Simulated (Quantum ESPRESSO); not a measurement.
# Magnetic state of Be3Fe from several starts, part 2 of 3

Aim: find out which collinear order of Be3Fe costs least.

Quantum ESPRESSO 7.5; PBEsol; plane waves with GBRV 1.5 PBEsol potentials, no spin-orbit coupling.

So far, absolute magnetization (μB): step 2 (run 1, typed as ferro +) 1.77.

## Step 3: Run 2, typed as antiferro q=(0,0,1/2) +−

This order needs a doubled cell of 8 atoms. The wavevector q is in fractions of the reciprocal vectors of the crystal's primitive cell, as the cells of these inputs are built from it; moments change sign between cells as cos(2π q·R).

Contents of pw.in:

```
&CONTROL
  calculation = 'scf'
  prefix = 'pwscf'
  outdir = './tmp'
  pseudo_dir = './pseudo'
  disk_io = 'nowf'
/
&SYSTEM
  ibrav = 0
  celldm(1) = 8
  nat = 8
  ntyp = 3
  ecutwfc = 40
  ecutrho = 280
  nbnd = 39
  occupations = 'smearing'
  smearing = 'fd'
  degauss = 0.00734986
  nspin = 2
  starting_magnetization(1) = 0
  starting_magnetization(2) = 0.175
  starting_magnetization(3) = -0.175
/
&ELECTRONS
  conv_thr = 1.6d-08
  electron_maxstep = 150
  mixing_beta = 0.3
/
ATOMIC_SPECIES
Be      9.0122 be_pbesol_v1.4.uspp.F.UPF
Fe1    55.8450 fe_pbesol_v1.5.uspp.F.UPF
Fe2    55.8450 fe_pbesol_v1.5.uspp.F.UPF
CELL_PARAMETERS alat
   0.7651031261278    0.0000000000000    0.0000000000000
   0.0000000000000    0.7651031261278    0.0000000000000
   0.0000000000000    0.0000000000000    1.5302062522557
ATOMIC_POSITIONS crystal
Be      0.0000000000    0.5000000000    0.2500000000
Be      0.0000000000    0.5000000000    0.7500000000
Be      0.5000000000    0.0000000000    0.2500000000
Be      0.5000000000    0.0000000000    0.7500000000
Be      0.5000000000    0.5000000000    0.0000000000
Be      0.5000000000    0.5000000000    0.5000000000
Fe1     0.0000000000    0.0000000000    0.0000000000
Fe2     0.0000000000    0.0000000000    0.5000000000
K_POINTS automatic
8 8 4 0 0 0
```

Command:

```console
OMP_NUM_THREADS=1 mpirun -n 2 pw.x -nk 2 -in pw.in > pw.out
```

Output:

```text
[banner, memory and clock lines left out]
Program PWSCF v.7.5 starts

     Message from routine setup:
     using ibrav=0 with symmetry is DISCOURAGED, use correct ibrav instead

     bravais-lattice index     =            0
     lattice parameter (alat)  =       8.0000  a.u.
     unit-cell volume          =     458.6273 (a.u.)^3
     number of atoms/cell      =            8
     number of atomic types    =            3
     number of electrons       =        56.00
     number of Kohn-Sham states=           39
     kinetic-energy cutoff     =      40.0000  Ry
     charge density cutoff     =     280.0000  Ry
     scf convergence threshold =      1.6E-08
     mixing beta               =       0.3000
     number of iterations used =            8  plain     mixing
     Exchange-correlation= SLA  PW   PSX  PSC
                           (   1   4  10   8   0   0   0)

     celldm(1)=   8.000000  celldm(2)=   0.000000  celldm(3)=   0.000000
     celldm(4)=   0.000000  celldm(5)=   0.000000  celldm(6)=   0.000000

     crystal axes: (cart. coord. in units of alat)
               a(1) = (   0.765103   0.000000   0.000000 )
               a(2) = (   0.000000   0.765103   0.000000 )
               a(3) = (   0.000000   0.000000   1.530206 )

     reciprocal axes: (cart. coord. in units 2 pi/alat)
               b(1) = (  1.307013  0.000000  0.000000 )
               b(2) = (  0.000000  1.307013  0.000000 )
               b(3) = (  0.000000  0.000000  0.653507 )

     PseudoPot. # 1 for Be read from file:
     be_pbesol_v1.4.uspp.F.UPF
     Pseudo is Ultrasoft, Zval =  4.0

     PseudoPot. # 2 for Fe read from file:
     fe_pbesol_v1.5.uspp.F.UPF
     Pseudo is Ultrasoft + core correction, Zval = 16.0

     PseudoPot. # 3 for Fe read from file:
     fe_pbesol_v1.5.uspp.F.UPF
     Pseudo is Ultrasoft + core correction, Zval = 16.0

     atomic species   valence    mass     pseudopotential
     Be                4.00     9.01220     Be( 1.00)
     Fe1              16.00    55.84500     Fe( 1.00)
     Fe2              16.00    55.84500     Fe( 1.00)

     Starting magnetic structure
     atomic species   magnetization
     Be              0.000
     Fe1             0.175
     Fe2            -0.175

     16 Sym. Ops., with inversion, found

   Cartesian axes

     site n.     atom                  positions (alat units)
         1        Be     tau(   1) = (   0.0000000   0.3825516   0.3825516  )
         2        Be     tau(   2) = (   0.0000000   0.3825516   1.1476547  )
         3        Be     tau(   3) = (   0.3825516   0.0000000   0.3825516  )
         4        Be     tau(   4) = (   0.3825516   0.0000000   1.1476547  )
         5        Be     tau(   5) = (   0.3825516   0.3825516   0.0000000  )
         6        Be     tau(   6) = (   0.3825516   0.3825516   0.7651031  )
         7        Fe1    tau(   7) = (   0.0000000   0.0000000   0.0000000  )
         8        Fe2    tau(   8) = (   0.0000000   0.0000000   0.7651031  )

     number of k points=    45  Fermi-Dirac smearing, width (Ry)=  0.0073
                       cart. coord. in units 2pi/alat
        k(    1) = (   0.0000000   0.0000000   0.0000000), wk =   0.0039062
        k(    2) = (   0.0000000   0.0000000   0.1633767), wk =   0.0078125
        k(    3) = (   0.0000000   0.0000000  -0.3267533), wk =   0.0039062
        k(    4) = (   0.0000000   0.1633767   0.0000000), wk =   0.0156250
        k(    5) = (   0.0000000   0.1633767   0.1633767), wk =   0.0312500
        [... 40 further k-points ...]

     Dense  grid:    36221 G-vectors     FFT dimensions: (  36,  36,  72)

     Smooth grid:    15665 G-vectors     FFT dimensions: (  25,  25,  50)

     Check: negative core charge=   -0.000034
     Generating pointlists ...
     new r_m :   0.2232 (alat units)  1.7853 (a.u.) for type    1
     new r_m :   0.2232 (alat units)  1.7853 (a.u.) for type    2
     new r_m :   0.2232 (alat units)  1.7853 (a.u.) for type    3

     Initial potential from superposition of free atoms

     starting charge      53.9990, renormalised to      56.0000
     Starting wfcs are   56 randomized atomic wfcs

     Self-consistent Calculation

     iteration #  1     ecut=    40.00 Ry     beta= 0.30
     Davidson diagonalization with overlap
     ethr =  1.00E-02,  avg # of iterations =  2.2

     total energy              =    -668.40641007 Ry
     estimated scf accuracy    <       2.15309950 Ry

     total magnetization       =     0.00 Bohr mag/cell
     absolute magnetization    =     4.22 Bohr mag/cell

     iteration #  2     ecut=    40.00 Ry     beta= 0.30
     Davidson diagonalization with overlap
     ethr =  3.84E-03,  avg # of iterations =  2.3

     total energy              =    -668.56863291 Ry
     estimated scf accuracy    <       5.94803869 Ry

     total magnetization       =    -0.00 Bohr mag/cell
     absolute magnetization    =     1.91 Bohr mag/cell

     [... further iterations left out ...]

     iteration # 14     ecut=    40.00 Ry     beta= 0.30
     Davidson diagonalization with overlap
     ethr =  2.82E-10,  avg # of iterations =  2.0

     total energy              =    -669.09532876 Ry
     estimated scf accuracy    <       0.00000005 Ry

     total magnetization       =     0.00 Bohr mag/cell
     absolute magnetization    =     2.44 Bohr mag/cell

     iteration # 15     ecut=    40.00 Ry     beta= 0.30
     Davidson diagonalization with overlap
     ethr =  8.49E-11,  avg # of iterations =  2.3

     Magnetic moment per site  (integrated on atomic sphere of radius R)
     atom   1 (R=0.223)  charge=  3.2131  magn= -0.0000
     atom   2 (R=0.223)  charge=  3.2131  magn= -0.0000
     atom   3 (R=0.223)  charge=  3.2131  magn= -0.0000
     atom   4 (R=0.223)  charge=  3.2131  magn= -0.0000
     atom   5 (R=0.223)  charge=  3.2139  magn= -0.0222
     atom   6 (R=0.223)  charge=  3.2139  magn=  0.0222
     atom   7 (R=0.223)  charge= 14.1159  magn=  1.0809
     atom   8 (R=0.223)  charge= 14.1160  magn= -1.0798

     End of self-consistent calculation

     [... lines left out ...]
     the Fermi energy is    11.8620 ev

!    total energy              =    -669.09532883 Ry
     estimated scf accuracy    <          8.4E-09 Ry
     smearing contrib. (-TS)   =      -0.01149921 Ry
     internal energy E=F+TS    =    -669.08382962 Ry

     The total energy is F=E-TS. E is the sum of the following terms:
     one-electron contribution =    -408.19130053 Ry
     hartree contribution      =     200.03725315 Ry
     xc contribution           =     -87.72886007 Ry
     ewald contribution        =    -373.20092217 Ry

     total magnetization       =     0.00 Bohr mag/cell
     absolute magnetization    =     2.43 Bohr mag/cell

     convergence has been achieved in  15 iterations
```

Elapsed: 2.2 min, on 2 MPI ranks of AMD EPYC 7571, shared host; peak memory 0.43 GiB; 4.4 min of CPU time.

Spin moment in the atom's sphere by atom:

```
atom  spin moment in the atom's sphere (μB)
 Be1                                   0.00
 Be2                                   0.00
 Be3                                   0.00
 Be4                                   0.00
 Be5                                  -0.02
 Be6                                   0.02
 Fe7                                   1.08
 Fe8                                  -1.08
```

Numbers from this step:

| Quantity | Value |
| --- | --- |
| smearing term TS | 0.1565 eV |
| magnetization | 0 μB |
| absolute magnetization | 2.434 μB |
| final state | antiferromagnetic |

Spin density in the ac plane at fractional y = 0.000, with atoms of Be and Fe within 0.2 Å of it.

Ten even steps from '0' (-2.4 e/Å³) to '9' (2.4 e/Å³), each cell a mean:
```
97655544555567
65555544455556
55555444445555
55554444444555
55544444444455
44444445444444
44444544454444
44444555554444
44444555554444
44444455544444
12444455444432
00244445444420
02344455444432
34444455544443
44444555544444
44444555554444
44444554554444
44444444444444
55444445444455
55554444444555
55555444445555
55555544455555
87555544455567
99755544555579
```
Columns run along a (3.2 Å), rows up along c (6.5 Å). Atoms in or near the plane, at fractional coordinates: Be at (0.50, 0.25), Be at (0.50, 0.75), Fe at (0.00, 0.00), Fe at (0.00, 0.50).

Valence density in the ac plane at fractional y = 0.000, with atoms of Be and Fe within 0.2 Å of it. It is the smooth field of the valence electrons, not physical close to the nuclei.

Ten steps, logarithmic in the rise over the least value, from '_' (0 e/Å³) to '@' (27 e/Å³), each cell a mean:
```
@@@@**--..__________..==##@@
##**==::____________..--++##
--::....______________..::::
..________________________..
__________..++**==..________
__________--%%@@##::________
__________::**%%++..________
____________..::..__________
::::..________________....::
++++--..____________..::--++
@@%%**--..__________..==##%%
@@@@##==..__________..++%%@@
@@@@**--..__________..==##@@
##**==::____________..--++##
--::....______________..::::
..________________________..
__________..++**==..________
__________--%%@@##::________
__________::**%%++..________
____________..::..__________
::::..________________....::
++++--..____________..::--++
@@%%**--..__________..==##%%
@@@@##==..__________..++%%@@
```
Columns run along a (3.2 Å), rows up along c (6.5 Å). Atoms in or near the plane, at fractional coordinates: Be at (0.50, 0.25), Be at (0.50, 0.75), Fe at (0.00, 0.00), Fe at (0.00, 0.50).

## Step 4: Run 3 (antiferro q=(1/2,1/2,1/2) +−)

This order needs a doubled cell of 8 atoms.

Contents of pw.in:

```
&CONTROL
  calculation = 'scf'
  prefix = 'pwscf'
  outdir = './tmp'
  pseudo_dir = './pseudo'
  disk_io = 'nowf'
/
&SYSTEM
  ibrav = 0
  celldm(1) = 8
  nat = 8
  ntyp = 3
  ecutwfc = 40
  ecutrho = 280
  nbnd = 39
  occupations = 'smearing'
  smearing = 'fd'
  degauss = 0.00734986
  nspin = 2
  starting_magnetization(1) = 0
  starting_magnetization(2) = 0.175
  starting_magnetization(3) = -0.175
/
&ELECTRONS
  conv_thr = 1.6d-08
  electron_maxstep = 150
  mixing_beta = 0.3
/
ATOMIC_SPECIES
Be      9.0122 be_pbesol_v1.4.uspp.F.UPF
Fe1    55.8450 fe_pbesol_v1.5.uspp.F.UPF
Fe2    55.8450 fe_pbesol_v1.5.uspp.F.UPF
CELL_PARAMETERS alat
   1.5302062522557    0.0000000000000    0.0000000000000
   0.7651031261278    0.7651031261278    0.0000000000000
   0.7651031261278    0.0000000000000    0.7651031261278
ATOMIC_POSITIONS crystal
Be      0.5000000000    0.5000000000    0.5000000000
Be      0.0000000000    0.5000000000    0.5000000000
Be      0.0000000000    0.0000000000    0.5000000000
Be      0.5000000000    0.0000000000    0.5000000000
Be      0.0000000000    0.5000000000    0.0000000000
Be      0.5000000000    0.5000000000    0.0000000000
Fe1     0.0000000000    0.0000000000    0.0000000000
Fe2     0.5000000000    0.0000000000    0.0000000000
K_POINTS automatic
4 8 8 0 0 0
```

Output:

```text
     [... lines left out ...]
Program PWSCF v.7.5 starts
     [... lines left out ...]
     number of atoms/cell      =            8
     [... lines left out ...]
     number of electrons       =        56.00
     number of Kohn-Sham states=           39
     kinetic-energy cutoff     =      40.0000  Ry
     charge density cutoff     =     280.0000  Ry
     scf convergence threshold =      1.6E-08
     [... lines left out ...]
     48 Sym. Ops., with inversion, found
     [... lines left out ...]
     number of k points=    19  Fermi-Dirac smearing, width (Ry)=  0.0073
     [... lines left out ...]
     iteration # 26     ecut=    40.00 Ry     beta= 0.30
     [... lines left out ...]
     Magnetic moment per site  (integrated on atomic sphere of radius R)
     atom   1 (R=0.223)  charge=  3.2108  magn=  0.0000
     atom   2 (R=0.223)  charge=  3.2108  magn=  0.0000
     atom   3 (R=0.223)  charge=  3.2108  magn=  0.0000
     atom   4 (R=0.223)  charge=  3.2108  magn= -0.0000
     atom   5 (R=0.223)  charge=  3.2108  magn=  0.0000
     atom   6 (R=0.223)  charge=  3.2108  magn= -0.0000
     atom   7 (R=0.223)  charge= 14.1262  magn=  0.5952
     atom   8 (R=0.223)  charge= 14.1262  magn= -0.5954
     [... lines left out ...]
     the Fermi energy is    11.7615 ev
!    total energy              =    -669.08800817 Ry
     estimated scf accuracy    <          3.5E-09 Ry
     smearing contrib. (-TS)   =      -0.01409993 Ry
     [... lines left out ...]
     total magnetization       =    -0.00 Bohr mag/cell
     absolute magnetization    =     1.40 Bohr mag/cell
     convergence has been achieved in  26 iterations
```

Run time: 2.7 min. Hardware: 2 MPI ranks; peak memory 0.35 GiB; 5.5 min of CPU time.

Spin moment in the atom's sphere by atom:

```
atom  spin moment in the atom's sphere (μB)
 Be1                                  0.000
 Be2                                  0.000
 Be3                                  0.000
 Be4                                  0.000
 Be5                                  0.000
 Be6                                  0.000
 Fe7                                  0.595
 Fe8                                 -0.595
```

Numbers from this step:

```
smearing term TS       : 0.1918 eV
magnetization          : 0 μB
absolute magnetization : 1.403 μB
final state            : antiferromagnetic
```

(Continued in part 3 of 3.)

[Logs and program files are shortened in this print: banners, set-up blocks, solver, clock and traceback lines can be left out without a mark of their own.]

[Logs are printed without paths, hosts, clocks, repeated set-up lines and the standing remarks that a program may print on its own settings, such as how far it seeks lower states.]

[Hosts, paths, dates, database ids (printed as entryN), source tags and the programs' standing remarks are cut or masked in the printed files.]

[Where a cell is said to come from a database of computed structures, the database is the Materials Project.]
